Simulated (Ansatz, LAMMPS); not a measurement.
# Static equation of state of glassy 57SiO2-36ZnO-7P2O5 (mol %) (128 atoms)

Density of this cell: 2.96 g/cm³. The cell holds 128 atoms: 25 Si, 16 Zn, 6 P and 81 O. Cell: a = 12.396 Å, b = 12.102 Å, c = 12.082 Å, α = 90.0°, β = 89.6°, γ = 92.9°. The starting structure: 128 atoms (25 Si, 16 Zn, 6 P, 81 O) placed at random at 2.93 g/cm³, melted at 4000 K for 10 ps at fixed volume with the Morse and Coulomb pair potential with partial charges (Pedone, Malavasi, Menziani, Cormack and Segre, J. Phys. Chem. B 110, 11780 (2006)). Quenched from 4000 K to 300 K at 25 K/ps and fixed volume, held 10 ps at zero pressure.

Calculated with Ansatz 0.2.0: Kohn-Sham DFT, revPBE, PAW (set soft_2), plane waves; cutoff 420 eV, Γ point, fixed occupations. Cell and atoms were relaxed first, to V0 = 14.142 Å³ an atom at a residual P0 = 0.005 GPa. The cell was then scaled evenly, and the atoms were relaxed at each volume.

```
volume (Å³/atom)  pressure (GPa)
          12.727               ?
          13.293           3.479
          13.717           1.583
          14.566          -1.434
          14.990          -1.781
```

Task: Fit the third-order Birch–Murnaghan equation to the rows given and extrapolate to the withheld row.

Worked fit:

Take the Eulerian strain f = ½[(V0/V)^(2/3) − 1] and the normalised pressure F = (P − P0) / [3f(1 + 2f)^(5/2)]. The third-order Birch–Murnaghan equation is then the line F = B0 + (3/2)B0(B′ − 4) f, so u = f and v = F.

```
      u = f  v = F (GPa)
  0.0210565      49.6092
  0.0102572      48.7429
-0.00975642      51.6279
 -0.0190506      34.4395
```

With n = 4: mean u = 6.2668e-4, mean v = 46.1049, Σ(u − ū)² = 0.0010051, Σ(u − ū)(v − v̄) = 0.26920. Slope b = 0.26920 / 0.0010051 = 267.82; intercept a = v̄ − b ū = 45.937.

So B0 = a = 45.9 GPa and B′ = 4 + 2b/(3a) = 7.89. At the withheld volume f = 0.03638, F = a + b f = 55.68 GPa, and P = P0 + 3f(1 + 2f)^(5/2) F.

Prediction at 12.727: 7.249 GPa. The run gave 6.212 GPa, so the fit is high by 1.0 GPa (17 % of the value).

The series isn't one smooth equation of state: even a line fitted to all rows, the withheld one included, misses F by up to 22.7 %, the count of bonds changes along the series and an atom moves over 0.5 Å in some relaxation. B0 and B′ are then only the numbers of this fit, not moduli of the material. Among the rows given, the largest miss of the fit is at 14.990, by 0.33 GPa (4.1 % of the range of the table).

Limits: Static cells at zero temperature; the cell shape is held. The program notes that the SCF threshold of these relaxations is loose for the stress. The quench rate of 25 K/ps is many orders above laboratory rates, so the cell is likely richer in defects and strain than a real sample. The network of bonds at the start is that of the classical potential that made the cell, and needn't be the one that DFT or experiment would give. Only the Γ point is sampled, in a cell whose shortest periodic width is 12 Å.

[Logs are printed without paths, hosts, clocks, repeated set-up lines and the standing remarks that a program may print on its own settings, such as how far it seeks lower states.]

[Hosts, paths, dates, database ids (printed as entryN), source tags and the programs' standing remarks are cut or masked in the printed files.]
